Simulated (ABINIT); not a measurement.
# A GW chain in ABINIT: Na2H6Pt (Fm-3m)

Aim: the G0W0 gap of Na2H6Pt (Fm-3m) on LDA, step by step.

Main program and level: ABINIT 10.8.3; LDA and many-body steps on it, plane waves.

Most raw output is cut from this account.

### 1. Starting point

Symmetry: Fm-3m, No. 225, cubic system. Conventional cell: a = 7.259 Å, b = 7.259 Å, c = 7.259 Å, α = 90.00°, β = 90.00°, γ = 90.00°. Na has 12 H at 2.57 Å nearest. H has 1 Pt at 1.64 Å and 4 H at 2.32 Å and 4 Na at 2.57 Å nearest. Nearest to Pt lie 6 H at 1.64 Å. Farther neighbours are not listed.

The cell and positions are those that the Materials Project relaxed with its own functionals (PBE, PBE+U or r2SCAN), kept fixed. Spin-orbit coupling is left out unless a step names it.

### 2. Ground state

This step: ABINIT 10.8.3; DFT, LDA, plane waves, norm-conserving pseudopotentials.

The ground-state density comes first.

run.abi

```
acell 3*1.0 Angstrom
rprim 
  0.000000000000 3.629315950000 3.629315950000
  3.629315950000 -0.000000000000 3.629315950000
  3.629315950000 3.629315950000 -0.000000000000
ntypat 3
znucl 11 1 78
natom 9
typat 1 1 2 2 2 2 2 2 3
xred 
  0.750000000000 0.750000000000 0.750000000000
  0.250000000000 0.250000000000 0.250000000000
  0.774464350000 0.774464350000 0.225535650000
  0.225535650000 0.774464350000 0.225535650000
  0.774464350000 0.225535650000 0.225535650000
  0.225535650000 0.225535650000 0.774464350000
  0.774464350000 0.225535650000 0.774464350000
  0.225535650000 0.774464350000 0.774464350000
  0.000000000000 0.000000000000 0.000000000000
pp_dirpath "pseudos"
pseudos "Na.upf, H.upf, Pt.upf"
ecut 38
ngkpt 6 6 6
nshiftk 1
shiftk 0 0 0
kptopt 1
chksymbreak 0
nband 29
occopt 1
tolvrs 1e-10
nstep 60
prtwf 0
optforces 0
optstress 0
indata_prefix "in"
outdata_prefix "out"
tmpdata_prefix "tmp"
```

Command:

```
OMP_NUM_THREADS=1 mpirun -n 4 abinit run.abi > log
```

Wall time 2.6 min (4 MPI ranks of AMD EPYC 7571, shared host); peak memory 0.46 GiB; 10 min of CPU time.

This step gave:

```
total energy               : -6135.9048 eV
gap                        : 3.300 eV
k of the valence top       : -0.1667, 0.1667, 0
k of the conduction bottom : 0.5, 0.5, 0
least direct gap           : 4.115 eV
```

The gap is indirect, with the least direct gap 0.81 eV higher.

### 3. Bands along the symmetry lines

The cheap functional maps the bands first; the places of the edges decide which points the dearer methods must see.

run.abi: that of step 2 with these lines changed.

```diff
@@ -22,14 +22,40 @@
 ecut 38
-ngkpt 6 6 6
-nshiftk 1
-shiftk 0 0 0
-kptopt 1
-chksymbreak 0
-nband 29
-occopt 1
-tolvrs 1e-10
-nstep 60
+iscf -2
+irdden 1
+kptopt 0
+nkpt 26
+kpt 
+  0.00000000 0.00000000 0.00000000
+  0.12500000 0.00000000 0.12500000
+  0.25000000 0.00000000 0.25000000
+  0.37500000 0.00000000 0.37500000
+  0.50000000 0.00000000 0.50000000
+  0.53125000 0.06250000 0.53125000
+  0.56250000 0.12500000 0.56250000
+  0.59375000 0.18750000 0.59375000
+  0.62500000 0.25000000 0.62500000
+  0.37500000 0.37500000 0.75000000
+  0.28125000 0.28125000 0.56250000
+  0.18750000 0.18750000 0.37500000
+  0.09375000 0.09375000 0.18750000
+  0.00000000 0.00000000 0.00000000
+  0.12500000 0.12500000 0.12500000
+  0.25000000 0.25000000 0.25000000
+  0.37500000 0.37500000 0.37500000
+  0.50000000 0.50000000 0.50000000
+  0.50000000 0.43750000 0.56250000
+  0.50000000 0.37500000 0.62500000
+  0.50000000 0.31250000 0.68750000
+  0.50000000 0.25000000 0.75000000
+  0.50000000 0.18750000 0.68750000
+  0.50000000 0.12500000 0.62500000
+  0.50000000 0.06250000 0.56250000
+  0.50000000 0.00000000 0.50000000
+istwfk *1
+nband 28
+nbdbuf 2
+tolwfr 1e-08
+nstep 40
 prtwf 0
-optforces 0
-optstress 0
+prtvol 0
 indata_prefix "in"
```

The job ended after 89 s (4 MPI ranks; peak memory 0.41 GiB; 5.9 min of CPU time).

This step gave:

| Quantity | Value |
| --- | --- |
| gap | 3.283 eV |
| k of the valence top | 0.1875, 0.1875, 0.375 |
| k of the conduction bottom | 0.5, 0, 0.5 |
| least direct gap | 4.115 eV |

The gap is 3.283 eV, −0.017 eV from the run before at this level.

The electronic bands at the labelled points (eV, zero at the top of the highest filled band):

| point | band 18 | band 19 | band 20 | band 21 | band 22 | band 23 | band 24 | band 25 |
| --- | --- | --- | --- | --- | --- | --- | --- | --- |
| Γ | -1.52 | -0.25 | -0.25 | -0.25 | 5.58 | 7.25 | 7.25 | 8.20 |
| halfway | -1.47 | -0.95 | -0.51 | -0.51 | 4.61 | 7.17 | 7.33 | 7.53 |
| X | -1.34 | -1.34 | -0.83 | -0.83 | 3.28 | 6.65 | 7.97 | 8.60 |
| halfway | -1.35 | -1.30 | -0.98 | -0.75 | 3.52 | 6.79 | 7.52 | 8.49 |
| U | -1.36 | -1.25 | -1.17 | -0.53 | 4.05 | 6.71 | 7.20 | 8.23 |
| jump to K | -1.36 | -1.25 | -1.17 | -0.53 | 4.05 | 6.71 | 7.20 | 8.23 |
| halfway | -1.46 | -1.35 | -0.57 | 0.00 | 5.67 | 5.89 | 7.02 | 7.64 |
| Γ | -1.52 | -0.25 | -0.25 | -0.25 | 5.58 | 7.25 | 7.25 | 8.20 |
| halfway | -1.48 | -1.23 | -0.15 | -0.15 | 6.17 | 6.17 | 6.49 | 7.61 |
| L | -1.43 | -1.43 | -0.06 | -0.06 | 5.60 | 5.60 | 6.62 | 6.95 |
| halfway | -1.41 | -1.40 | -0.63 | -0.31 | 4.82 | 5.87 | 7.38 | 7.83 |
| W | -1.34 | -1.09 | -1.09 | -0.96 | 4.48 | 6.06 | 7.63 | 7.63 |
| halfway | -1.34 | -1.27 | -0.91 | -0.90 | 3.75 | 6.92 | 7.09 | 8.35 |
| X | -1.34 | -1.34 | -0.83 | -0.83 | 3.28 | 6.65 | 7.97 | 8.60 |

### 4. Empty states on the mesh, 2×2×2 mesh, 66 bands

The sums over transitions need many empty states on a uniform mesh; this step solves for them.

run.abi

```
acell 3*1.0 Angstrom
rprim 
  0.000000000000 3.629315950000 3.629315950000
  3.629315950000 -0.000000000000 3.629315950000
  3.629315950000 3.629315950000 -0.000000000000
ntypat 3
znucl 11 1 78
natom 9
typat 1 1 2 2 2 2 2 2 3
xred 
  0.750000000000 0.750000000000 0.750000000000
  0.250000000000 0.250000000000 0.250000000000
  0.774464350000 0.774464350000 0.225535650000
  0.225535650000 0.774464350000 0.225535650000
  0.774464350000 0.225535650000 0.225535650000
  0.225535650000 0.225535650000 0.774464350000
  0.774464350000 0.225535650000 0.774464350000
  0.225535650000 0.774464350000 0.774464350000
  0.000000000000 0.000000000000 0.000000000000
pp_dirpath "pseudos"
pseudos "Na.upf, H.upf, Pt.upf"
ecut 38
ngkpt 2 2 2
nshiftk 1
shiftk 0 0 0
kptopt 1
chksymbreak 0
iscf -2
irdden 1
istwfk *1
nband 66
nbdbuf 6
tolwfr 1e-09
nstep 60
prtvol 0
indata_prefix "in"
outdata_prefix "out"
tmpdata_prefix "tmp"
```

Wall time 41 s (4 MPI ranks); peak memory 0.36 GiB.

This step gave:

```
gap                                                           : 3.341 eV
k of the valence top                                          : 0.5, 0, 0
k of the conduction bottom                                    : 0.5, 0.5, 0
least direct gap                                              : 4.115 eV
k points computed                                             : 3
lowest point of the top converged band, above the valence top : 29.49 eV
```

On this mesh the gap is 3.341 eV. The earlier step found 3.300 eV, so this mesh misses an edge.

### 5. Screening, 2×2×2 mesh, 60 bands, screening to 87.1 eV

The RPA dielectric matrix is built and inverted for each q.

This step: RPA screening on LDA, plane waves, norm-conserving pseudopotentials.

run.abi: that of step 4 with these lines changed.

```diff
@@ -27,10 +27,11 @@
 chksymbreak 0
-iscf -2
-irdden 1
 istwfk *1
-nband 66
-nbdbuf 6
-tolwfr 1e-09
-nstep 60
-prtvol 0
+occopt 1
+irdwfk 1
+optdriver 3
+nband 60
+ecuteps 3.2
+inclvkb 2
+awtr 1
+symchi 1
 indata_prefix "in"
```

It took 21 s on 4 MPI ranks; peak memory 1 GiB.

This step gave:

```
ε∞ with local fields, on this mesh, along the program's q direction : 4.100
the same without local fields                                       : 5.068
plasma frequency                                                    : 24.61 eV
plane waves in the screening matrix                                 : 169
```

Local fields lower ε∞ by 19 %. On a Γ-centred mesh this coarse the value itself is usually too large, while a short band sum pulls it down.

### 6. Self-energy, 2×2×2 mesh, 60 bands, screening to 87.1 eV

The self-energy is evaluated for the states that the input lists, and the levels follow from it, in one-shot runs by the linearised quasiparticle equation.

This step: G0W0 on LDA, plane waves, norm-conserving pseudopotentials.

run.abi: that of step 5 with these lines changed.

```diff
@@ -30,8 +30,19 @@
 irdwfk 1
-optdriver 3
+optdriver 4
 nband 60
+gwcalctyp 0
+ecutsigx 38
+symsigma 1
+nkptgw 3
+kptgw 
+  0.5000000000 0.0000000000 0.0000000000
+  0.5000000000 0.5000000000 0.0000000000
+  0.0000000000 0.0000000000 0.0000000000
+bdgw 
+  20 23
+  20 23
+  19 24
 ecuteps 3.2
-inclvkb 2
-awtr 1
-symchi 1
+irdscr 1
+ppmodel 1
 indata_prefix "in"
```

Wall time 18 s (4 MPI ranks); peak memory 0.98 GiB.

Numbers from this step:

```yaml
g0w0_gap_on_the_points_computed: 5.465 eV
starting_gap_on_the_mesh: 3.341 eV
k_of_the_valence_top: 0.5, 0, 0
k_of_the_conduction_bottom: 0.5, 0.5, 0
z_at_the_valence_top: 0.817
z_at_the_conduction_bottom: 0.837
least_direct_g0w0_gap_on_the_computed_points: 6.337 eV
```

The gap on the mesh goes from 3.34 eV to 5.46 eV, a correction of +2.12 eV. The start differs from the 3.30 eV found before because the two sample other k points.

Limits: finite bands, cutoff and mesh; no spin polarisation; d states lean on the start; no spin-orbit coupling; coarse k mesh. v1 is the top filled band, c1 the lowest empty one. Levels before and after the correction, in eV, zero at the valence-band top of each column:

|  | conduction bottom | valence top |
| --- | --- | --- |
| Kohn-Sham | 3.34 | 0.00 |
| G0W0 | 5.46 | 0.00 |

|  | level | energy (eV) |
| --- | --- | --- |
| Kohn-Sham | (0.5 0 0) v2-v1 | 0.000 |
| Kohn-Sham | (0.5 0 0) c1-c2 | 5.659 |
| Kohn-Sham | (0.5 0.5 0) v2-v1 | -0.774 |
| Kohn-Sham | (0.5 0.5 0) c1 | 3.341 |
| Kohn-Sham | (0.5 0.5 0) c2 | 6.704 |
| G0W0 | (0.5 0 0) v2-v1 | 0.000 |
| G0W0 | (0.5 0 0) c1-c2 | 7.996 |
| G0W0 | (0.5 0.5 0) v2-v1 | -0.872 |
| G0W0 | (0.5 0.5 0) c1 | 5.465 |
| G0W0 | (0.5 0.5 0) c2 | 8.927 |

### 7. Where the time went

Times are wall times on 4 MPI ranks of AMD EPYC 7571, shared host, good to a factor of about two.

| step | time | share | memory (GiB) |
| --- | --- | --- | --- |
| ground state | 2.6 min | 48 % | 0.46 |
| bands along the symmetry lines | 89 s | 27 % | 0.41 |
| empty states on the mesh | 41 s | 13 % | 0.36 |
| screening | 21 s | 6 % | 1.0 |
| self-energy | 18 s | 6 % | 0.98 |

### 8. Results

* LDA gap: 3.28 eV, indirect
* G0W0 gap on the mesh: 5.46 eV
* G0W0 gap over the zone (rigid shift): 5.41 eV
* GW settings: 2×2×2 mesh, 60 bands, screening to 87.1 eV, Godby-Needs plasmon pole
* known limits: not at the basis limit; no spin polarisation; d states lean on the start; no spin-orbit coupling; coarse k mesh

G0W0 moves the gap on the mesh from 3.34 eV to 5.46 eV (+2.12 eV), with Z of 0.82 and 0.84 at the edges. The mesh misses the band edges by 0.06 eV in all; a rigid shift gives 5.41 eV for the zone. Local fields lower the RPA ε∞ on this mesh from 5.07 to 4.10; a Γ-centred mesh this coarse tends to raise both, most where the direct gap is narrow, while a short band sum lowers them. The dearest step here is «ground state». Bands and cutoff are finite, so the gap is not at the basis limit. The miss can reach some tenths of an eV and take either sign; the mesh is an error of its own. A denser mesh or path gives a starting gap of 3.28 eV: the GW mesh misses a band edge, so its gaps are not the fundamental one. The 2×2×2 mesh is coarse for this cell, which bears on the long-range parts of exchange and screening. The runs have no spin polarisation. For a closed low-spin shell that is the natural state; where a d or f shell is open it is a constraint, and the gap is then not the crystal's own. With d states at the gap, one-shot GW leans hard on its start. The many-body steps are scalar-relativistic: spin-orbit coupling is not in them.

[Paths, hosts, dates, memory and timing lines, banners, echoed tables and standing remarks are left out of the program output.]

[Logs are printed without paths, hosts, clocks, repeated set-up lines and the standing remarks that a program may print on its own settings, such as how far it seeks lower states.]

[Runs of the session that timed out or met a known fault of the program may be left out.]

[Hosts, paths, dates, database ids (printed as entryN), source tags and the programs' standing remarks are cut or masked in the printed files.]

[G0W0 gaps are taken among the corrected bands and points alone; a level outside them can change the order at an edge.]

[Where Ansatz stands beside ABINIT at settings called matched, ABINIT's density can come from a denser mesh and the files from another edition; pairs whose starting gaps differed by over 0.03 eV were left out, so agreement reads better than it is.]
